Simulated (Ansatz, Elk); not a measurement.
# How far do independent atoms describe LiCd2?, part 2 of 2

The structure of LiCd2 used here is made up (a known structure type with other elements) and was relaxed beforehand with PBE. The aim is the Fourier transform of its all-electron density, F(hkl), set beside the sum over free spherical atoms that refinements use.

Elk 11.2.3 (patched build); all-electron DFT.

So far: The structure; Ground state and structure factors; The highest occupied states alone.

The structure was built from a prototype and need not be the compound's stable phase.

### Step 4. Another try

Level of this step: DFT, PBE, all-electron APW+lo, Dirac cores, scalar-relativistic bands, static density, no spin (Elk).

In this try the input is made faulty on purpose, to show what that does.

The input is changed as shown.

The input, elk.in:

```
tasks
  0
  195

xctype
  20

spinpol
  .false.

rgkmax
  3.5

gmaxvr
  14.0

lmaxo
  7

lmaxapw
  8

swidth
  0.002

tshift
  .false.

ramdisk
  .false.

hmaxvr
  5.5

maxscl
  60

epspot
  1e-06

sppath
  './'

avec
  0.00000000000 7.74182487291 7.74182487291
  7.74182487291 -0.00000000000 7.74182487291
  7.74182487291 7.74182487291 -0.00000000000

atoms
  2
  'Cd.in'
  4
  0.6250000000 0.1250000000 0.6250000000   0.000000 0.000000 0.000000
  0.6250000000 0.6250000000 0.1250000000   0.000000 0.000000 0.000000
  0.1250000000 0.6250000000 0.6250000000   0.000000 0.000000 0.000000
  0.6250000000 0.6250000000 0.6250000000   0.000000 0.000000 0.000000
  'Li.in'
  2
  0.2500000000 0.2500000000 0.2500000000   0.000000 0.000000 0.000000
  -0.0000000000 -0.0000000000 0.0000000000   0.000000 0.000000 0.000000

ngridk
  5 5 5
```

Command:

```bash
$ OMP_NUM_THREADS=4 elk
```

Numbers of over 12 decimals in the logs are rounded to 6 here.

The log of the run:

```text
┌─────────────────────────┐
│ Elk code version 11.2.3 │
└─────────────────────────┘

All units are atomic (Hartree, Bohr, etc.)

┌─────────────────────────────────────────────────┐
│ Ground-state run starting from atomic densities │
└─────────────────────────────────────────────────┘

Lattice vectors :
   0.000000000       7.741824873       7.741824873
   7.741824873      -0.000000000       7.741824873
   7.741824873       7.741824873      -0.000000000

Reciprocal lattice vectors :
 -0.4057948488      0.4057948488      0.4057948488
[...]
atom 4                    :    46.55570401     (  0.2563012602E-03)
  species : 2 (Li)
   atom 1                    :    2.055626866     (   0.000000000    )
   atom 2                    :    2.055626866     (   0.000000000    )
 total in muffin-tins        :    190.3340698
 total calculated charge     :    197.9992005
 total charge                :    198.0000000
 error                       :   0.7994561430E-03

┌──────────────────────────────┐
│ Self-consistent loop stopped │
└──────────────────────────────┘

Warning : core states of species 1 leak from the muffin-tin :   0.2563012602E-03

Wrote STATE.OUT
[key lines of the parts left out:]
total energy                :     -22397.584961906
```

It took 22 s on 4 threads of Arm Neoverse V2, shared host; peak memory 0.21 GiB; 42 s of CPU time.

The run finished. A setting was moved off its sound value on purpose, so it serves as a test and not as the result.

The fault put into the input: a cutoff far too low.

Its structure factors differ from the first run's by R = 0.1 %.

### Step 5. Another functional

The difference from free atoms is small, so it is set against the change that PBEsol makes.

elk.in, as its differences from that of step 4:

```diff
@@ -5,3 +5,3 @@
 xctype
-  20
+  22
 
@@ -11,3 +11,3 @@
 rgkmax
-  3.5
+  7.0
 
@@ -35,3 +35,3 @@
 maxscl
-  60
+  120
```

Command:

```bash
$ OMP_NUM_THREADS=4 elk
```

The log of the run:

```text
┌─────────────────────────┐
│ Elk code version 11.2.3 │
└─────────────────────────┘

All units are atomic (Hartree, Bohr, etc.)

┌─────────────────────────────────────────────────┐
│ Ground-state run starting from atomic densities │
└─────────────────────────────────────────────────┘

Lattice vectors :
   0.000000000       7.741824873       7.741824873
   7.741824873      -0.000000000       7.741824873
   7.741824873       7.741824873      -0.000000000

Reciprocal lattice vectors :
 -0.4057948488      0.4057948488      0.4057948488
[...]
atom 4                    :    46.68885513     (  0.2437805188E-03)
  species : 2 (Li)
   atom 1                    :    2.073214562     (   0.000000000    )
   atom 2                    :    2.073214562     (   0.000000000    )
 total in muffin-tins        :    190.9018497
 total calculated charge     :    197.9985856
 total charge                :    198.0000000
 error                       :   0.1414376919E-02

┌──────────────────────────────┐
│ Self-consistent loop stopped │
└──────────────────────────────┘

Warning : core states of species 1 leak from the muffin-tin :   0.2437805188E-03

Wrote STATE.OUT
[key lines of the parts left out:]
total energy                :     -22388.672956026
```

Run time: 31 s. Hardware: 4 threads; peak memory 0.23 GiB; 71 s of CPU time.

Against the first run R = 0.02 %; the largest change is -0.038 at 222.

### Step 6. Basis size

A smaller basis shows how fast F responds to it; the change is likely larger than the basis error of the first run, but doesn't show convergence.

elk.in, as its differences from that of step 5:

```diff
@@ -5,3 +5,3 @@
 xctype
-  22
+  20
 
@@ -11,3 +11,3 @@
 rgkmax
-  7.0
+  5.5
```

Command:

```bash
$ OMP_NUM_THREADS=4 elk
```

The log of the run:

```text
┌─────────────────────────┐
│ Elk code version 11.2.3 │
└─────────────────────────┘

All units are atomic (Hartree, Bohr, etc.)

┌─────────────────────────────────────────────────┐
│ Ground-state run starting from atomic densities │
└─────────────────────────────────────────────────┘

Lattice vectors :
   0.000000000       7.741824873       7.741824873
   7.741824873      -0.000000000       7.741824873
   7.741824873       7.741824873      -0.000000000

Reciprocal lattice vectors :
 -0.4057948488      0.4057948488      0.4057948488
[...]
atom 4                    :    46.65556276     (  0.2415261080E-03)
  species : 2 (Li)
   atom 1                    :    2.074162617     (   0.000000000    )
   atom 2                    :    2.074162617     (   0.000000000    )
 total in muffin-tins        :    190.7705763
 total calculated charge     :    197.9987969
 total charge                :    198.0000000
 error                       :   0.1203071632E-02

┌──────────────────────────────┐
│ Self-consistent loop stopped │
└──────────────────────────────┘

Warning : core states of species 1 leak from the muffin-tin :   0.2415261080E-03

Wrote STATE.OUT
[key lines of the parts left out:]
total energy                :     -22399.003710521
```

The job ended after 25 s (4 threads; peak memory 0.22 GiB; 50 s of CPU time).

Against the first run R = 0.01 %; the largest change is +0.067 at 440.

### Step 7. Settings against the effect

| run | R against the first run (%) | R against neutral atoms, low angle (%) | wall time |
| --- | --- | --- | --- |
| PBE, rgkmax 7 | 0.00 | 0.34 | 30 s |
| PBEsol | 0.02 | 0.36 | 31 s |
| rgkmax 5.5 | 0.01 | 0.34 | 25 s |

### Step 8. What came out

```json
{
  "R against neutral atoms, sin θ/λ < 0.3 Å⁻¹": "0.34 %",
  "R against neutral atoms, 0.3 to 0.82 Å⁻¹": "0.17 %"
}
```

Independent neutral atoms miss the calculated amplitudes by R = 0.34 % below 0.3 Å⁻¹ and 0.17 % from there to 0.82 Å⁻¹; by shells, 0.12 % below 0.15 Å⁻¹ (1 form), 0.36 % 0.15 to 0.3 (6 forms), 0.12 % 0.3 to 0.45 (11 forms), 0.18 % above 0.45 (59 forms). Bonding, aspherical density and the tables' own atoms all enter these figures, and the runs don't part them. The largest change of an amplitude is -0.63 electrons, at 222. The window's part falls from 50.0 electrons at the origin to at most 1.28 between 0.45 and 0.82 Å⁻¹, where compact states inside the window still scatter. Below 0.3 Å⁻¹ the changes that finished (PBEsol and rgkmax 5.5) move F by R = 0.03 % at most, against the 0.34 % that separates it from free atoms. The k-mesh has no finished test. Part of the difference isn't bonding: the tables are fits to free atoms and ions calculated by other methods than this functional. Thermal motion, anomalous dispersion and extinction are left out.

[Logs are printed without paths, hosts, clocks, repeated set-up lines and the standing remarks that a program may print on its own settings, such as how far it seeks lower states.]

[Hosts, paths, dates, database ids (printed as entryN), source tags and the programs' standing remarks are cut or masked in the printed files.]
